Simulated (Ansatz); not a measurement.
# Starting-point dependence of the GW gap of KBaCeBiO6 (F-43m), part 2 of 2

How much of the starting functional survives in the G0W0 gap of KBaCeBiO6 (F-43m)?

Ansatz 0.2.0; G0W0 on several functionals, plane waves, PAW. Known limits of the many-body steps: not at the basis limit; f levels unsure; no spin polarisation; f levels unsure; no spin-orbit coupling.

So far. Step 2 (G0W0 on PBEsol): The gap on the mesh goes from 1.53 eV to 2.70 eV, a correction of +1.17 eV. Between the two edge states, bare exchange in place of the xc potential would open the gap by 8.90 eV, and correlation takes back 7.73 eV.

In doubt: one-shot GW on d or f shells is unsure, so the values of those runs are not to be relied on; masses and optical values from hybrid runs of this build are listed as unsure (step 4), which bears on the screening that GW takes from such a start.

### 3. G0W0 on PBE

The same correction from a different start measures what one shot leaves open.

This step: G0W0 on PBE, plane waves, PAW; PAW set soft_1.

File input.yaml:

```yaml
crystal:
  lattice:
    - [0.0, 4.3639834, 4.3639834]
    - [4.3639834, 0.0, 4.3639834]
    - [4.3639834, 4.3639834, 0.0]
  atoms:
    - { symbol: K, position: [0.75, 0.75, 0.75] }
    - { symbol: Ba, position: [0.25, 0.25, 0.25] }
    - { symbol: Ce, position: [0.5, 0.5, 0.5] }
    - { symbol: Bi, position: [0.0, 0.0, 0.0] }
    - { symbol: O, position: [0.75466446, 0.24533554, 0.24533554] }
    - { symbol: O, position: [0.24533554, 0.75466446, 0.75466446] }
    - { symbol: O, position: [0.75466446, 0.75466446, 0.24533554] }
    - { symbol: O, position: [0.24533554, 0.24533554, 0.75466446] }
    - { symbol: O, position: [0.24533554, 0.75466446, 0.24533554] }
    - { symbol: O, position: [0.75466446, 0.24533554, 0.75466446] }
kpoints:
  mp_grid: { grid: [4, 4, 4] }
hamiltonian:
  xc: pbe
  pseudopotentials: { kind: paw, azcp: { folder: soft_1 } }
scf:
  occupations: { method: fixed }
gw:
  n_empty_bands: 911
  ecut_chi: 180.0
  qp_bands: [v3, c3]
  qp_kpoints: band_edges
  screening: { model: contour_deformation }
```

Launch:

```bash
$ ansatz run input.yaml --threads 2 --pin off --max-ram 92160MiB --backend cuda --events-out ev --progress --plain --runs-dir out --devices 1 --max-vram 13GiB
```

Numbers of over 12 decimals in the logs are rounded to 6 here.

What it wrote:

```text
GPUs: using 1 of 1 available (devices: 1).
[...]
GPU FFT provider: cuFFT
GPU libraries: cuBLAS 13.8.2, cuFFT 12.4.0, cuSOLVER 12.3.4
Crystal: 10 atoms, lattice volume = 166.218 Å³
Basis set: ecut = 420 eV, 3287 PW (Γ)
Bands: 51, of which v1, the nominal top of the filled ones, is band 41 counted from 1 (40 counted from 0)
Symmetry: 24 space group operations
[...]
k-points: 8 of 64 (time reversal used)
[...]
GPU buffer pool allocated for 91125 grid points (all kernels)
[...]
SCF iter   1: F=—  HF=-29879.661712 eV  |F-HF|=—  |Δ(HF+E_count)|=         —  Δρ=1.46e-1  dr2=7.23e1  ethr=3.10e-3  ⟨swp⟩=4.1  Hψ=1476  notcnv=0  defer=34
[...]
SCF iter  17: F=-29874.235209 eV  HF=-29874.235209 eV  |F-HF|=1.39e-8  |Δ(HF+E_count)|=   1.30e-7  Δρ=2.62e-6  dr2=1.53e-8  ethr=1.22e-10  ⟨swp⟩=11.0  Hψ=1653  notcnv=0
SCF 1 converged in 17 iterations: F = -29874.235209 eV  dr2 = 1.53e-8
[...]
NSCF: frozen V_eff on 8 k-points
[...]
G₀W₀ screening: q 1/8
[... further progress lines ...]
[...]
SCF converged after 17 iterations
Free energy (F): -29874.235209 eV
[...]
Internal energy: -29874.235209 eV  (E = F + TS)
E sigma→0 (E₀):  -29874.235209 eV
Fermi energy:    7.580961 eV
[...]
--- Band table (eV; the first three rows and the last of 8) ---
  k-point 0: bands = [... 37 lower, 6.6476, 7.5810, 7.5810, 7.5810, 9.6472, 9.7603, 9.9370, 9.9370, ... 6 higher]
[...]
0    43      9.7603   -17.4607    -3.5319   -21.7110  0.7253    10.4908    10.4787  root
     0    44      9.9370   -23.6694   -12.2441   -37.6433  0.5541    11.9383    11.6667  root ?
     1    39      7.4107   -25.4836     4.7659   -20.2189  0.6855     6.9035     6.9120  root
     1    40      7.4107   -25.4836     4.7659   -20.2189  0.6855     6.9035     6.9120  root
     1    41      7.4297   -25.6597     4.8266   -20.3471  0.6826     6.9357     6.9438  root
     1    42      9.4813   -21.5309    -7.1659   -30.1627  0.6475    11.0537    10.9472  root ?
     1    43      9.6547   -22.6322   -13.1763   -37.5812  0.5516    11.7206    11.4274  root ?
     1    44      9.9176   -23.6266   -12.3003   -37.6678  0.5548    11.9320    11.6586  root ?
     2    39      7.1926   -25.4895     4.8645   -20.1434  0.6750     6.7023     6.7111  root
[...]
2    42      9.3847   -22.8649    -8.1997   -32.7243  0.6292    11.1856    11.0444  root ?
     2    43      9.6542   -22.6240   -13.2086   -37.6065  0.5513    11.7224    11.4282  root ?
     2    44      9.9023   -23.6114   -12.3411   -37.7024  0.5553    11.9272    11.6522  root ?
[...]
6    43      9.6556   -22.6289   -13.2079   -37.6103  0.5512    11.7232    11.4290  root ?
     6    44      9.8740   -23.5808   -12.2425   -37.5850  0.5583    11.9092    11.6357  root ?
     7    39      6.7125   -24.6630     4.4821   -19.7107  0.6759     6.2329     6.2423  root
     7    40      7.2212   -25.2357     4.7284   -19.9969  0.6847     6.7017     6.7109  root
     7    41      7.3420   -25.4524     4.7713   -20.1828  0.6836     6.8351     6.8438  root
     7    42      9.2729   -20.7090    -5.4681   -27.4178  0.6795    10.5658    10.5135  root
     7    43      9.6576   -22.6538   -13.2185   -37.6459  0.5509    11.7258    11.4312  root ?
     7    44      9.8852   -23.5256   -12.2779   -37.5565  0.5570    11.9106    11.6382  root ?
```

It took 59 s on 1 × NVIDIA H100 80GB HBM3 (shared by 6 runs) with 2 threads of AMD EPYC 7R13 (Zen 3), shared host; peak memory 2.8 GiB.

This step gave:

* bands summed: 952
* RPA ε∞ on this mesh (eigenvalues): 5.511, 5.511, 5.511
* plane waves in the screening matrix: 941
* q-points in the mesh: 64
* G0W0 gap on the mesh: 2.687 eV
* k of the valence top: 0, 0, 0
* k of the conduction bottom: 0, -0.5, -0.5
* starting gap on the mesh: 1.576 eV
* Z at the valence top: 0.6863
* Z at the conduction bottom: 0.7441
* least direct G0W0 gap on the computed points: 2.721 eV

Against the run with 4×4×4 mesh, 911 empty bands, screening to 180 eV, PAW set soft_1 files on PBEsol, the gap moves by −0.017 eV, while the start moved by +0.04 eV.

### 4. G0W0 on HSE06

This step: G0W0 on HSE06, plane waves, PAW; PAW set soft_1.

Edit input.yaml of step 3 so:

```diff
@@ -19,3 +19,3 @@
 hamiltonian:
-  xc: pbe
+  xc: hse06
   pseudopotentials: { kind: paw, azcp: { folder: soft_1 } }
```

What it wrote:

```text
GPUs: using 1 of 1 available (devices: 1).
[...]
davidson cushion auto → on  (no smearing: the cushion is to keep the highest requested band from converging to the state above it; pin scf.eigensolver.cushion to override)
[...]
GPU FFT provider: cuFFT
GPU libraries: cuBLAS 13.8.2, cuFFT 12.4.0, cuSOLVER 12.3.4
Crystal: 10 atoms, lattice volume = 166.218 Å³
Basis set: ecut = 420 eV, 3287 PW (Γ)
[...]
1    39      6.3153   -25.5862     4.2236   -21.4449  0.7418     6.3975     6.3977  root
     1    40      6.3153   -25.5862     4.2236   -21.4449  0.7418     6.3975     6.3977  root
[...]
7    41      6.2351   -25.5289     4.2627   -21.3424  0.7408     6.3112     6.3114  root
     7    42      9.5561   -19.4345    -4.5290   -24.8636  0.7532    10.4674    10.4561  root
     7    43     10.5592   -22.2656   -10.9293   -34.3289  0.6247    11.7484    11.6932  root
     7    44     10.6826   -22.9431   -10.5007   -34.6077  0.6283    11.9028    11.8464  root
[key lines of the parts left out:]
Free energy (F): -29884.906575 eV
Fermi energy:    6.482964 eV
```

Elapsed: 3.1 min, on 1 × NVIDIA H100 80GB HBM3 (shared by 6 runs) with 2 threads; peak memory 3.3 GiB; 4.1 min of CPU time.

Numbers from this step:

* bands summed: 952
* RPA ε∞ on this mesh (eigenvalues): 4.019, 4.019, 4.019
* plane waves in the screening matrix: 941
* G0W0 gap on the mesh: 3.391 eV
* k of the valence top: 0, 0, 0
* k of the conduction bottom: 0, -0.5, -0.5
* starting gap on the mesh: 2.884 eV
* least direct G0W0 gap on the computed points: 3.426 eV

Against the run with 4×4×4 mesh, 911 empty bands, screening to 180 eV, PAW set soft_1 files on PBE, the gap moves by +0.70 eV, while the start moved by +1.31 eV.

### 5. The starts together

All on the 4×4×4 mesh with 911 empty bands and screening to 180 eV. Times are wall times on 1 × NVIDIA H100 80GB HBM3 (shared by 6 runs) with 2 threads of AMD EPYC 7R13 (Zen 3), shared host, good to a factor of about two.

```
 start  starting gap (eV)  shift (eV)  G0W0 gap (eV)  RPA ε∞ (harmonic mean)  Z (valence, conduction)     time
PBEsol               1.53       +1.17           2.70                    5.60               0.69, 0.74     79 s
   PBE               1.58       +1.11           2.69                    5.51               0.69, 0.74     59 s
 HSE06               2.88       +0.51           3.39                    4.02               0.74, 0.79  3.1 min
```

How the two edges are built up, in eV (the quasiparticle level is the starting level plus Σx plus Σc less Vxc):

```
   run               edge  start      Σx     Σc     Vxc     Z    QP
PBEsol        valence top   7.44  -25.70   4.87  -20.28  0.69  6.89
PBEsol  conduction bottom   8.97  -17.77  -2.86  -21.25  0.74  9.60
   PBE        valence top   7.58  -25.80   4.89  -20.41  0.69  7.08
   PBE  conduction bottom   9.16  -17.78  -2.85  -21.24  0.74  9.77
 HSE06        valence top   6.48  -25.86   4.37  -21.58  0.74  6.58
 HSE06  conduction bottom   9.37  -17.19  -2.96  -20.74  0.79  9.97
```

For a hybrid start, Vxc holds its share of exact exchange.

### 6. What came out

| Quantity | Value |
| --- | --- |
| G0W0@PBEsol | 2.70 eV (start 1.53 eV) |
| G0W0@PBE | 2.69 eV (start 1.58 eV) |
| G0W0@HSE06 | 3.39 eV (start 2.88 eV) |
| known limits | not at the basis limit; f levels unsure; no spin polarisation; f levels unsure; no spin-orbit coupling |

**Reading.** The starting gaps span 1.35 eV and the G0W0 gaps 0.70 eV. Between PBEsol and HSE06, 0.69 eV of the 1.35 eV survives, 51 %. The order is not kept throughout: PBE starts 0.04 eV above PBEsol and ends 0.02 eV below it, so orbitals matter beside the gap. HSE06 screens less than PBEsol (ε∞ 4.02 against 5.60). Of the 0.69 eV by which its G0W0 gap is higher, the correlation part gives +0.40 eV, and exchange with the one-particle terms, which follow the orbitals, +0.28 eV. The smallest correction, +0.51 eV, is on HSE06, the start nearest to reproducing itself. Bands and cutoff are finite, so the gap is not at the basis limit. The miss can reach some tenths of an eV and take either sign; the mesh is an error of its own. Empty 4f levels lie among the conduction bands. Their place in the start is unsure; it enters the screening, and the edge itself where they lie low. The runs have no spin polarisation. For a closed low-spin shell that is the natural state; where a d or f shell is open it is a constraint, and the gap is then not the crystal's own. The compound holds f electrons or empty f levels, where one-shot G0W0 is unsure. The many-body steps are scalar-relativistic: spin-orbit coupling is not in them.

[Paths, hosts, dates, memory and timing lines, banners, echoed tables and standing remarks are left out of the program output.]

[Logs are printed without paths, hosts, clocks, repeated set-up lines and the standing remarks that a program may print on its own settings, such as how far it seeks lower states.]

[Runs of the session that timed out or met a known fault of the program may be left out.]

[Cells called generated may have been cut or substituted from an entry of the Crystallography Open Database or the Materials Project.]

[Hosts, paths, dates, database ids (printed as entryN), source tags and the programs' standing remarks are cut or masked in the printed files.]
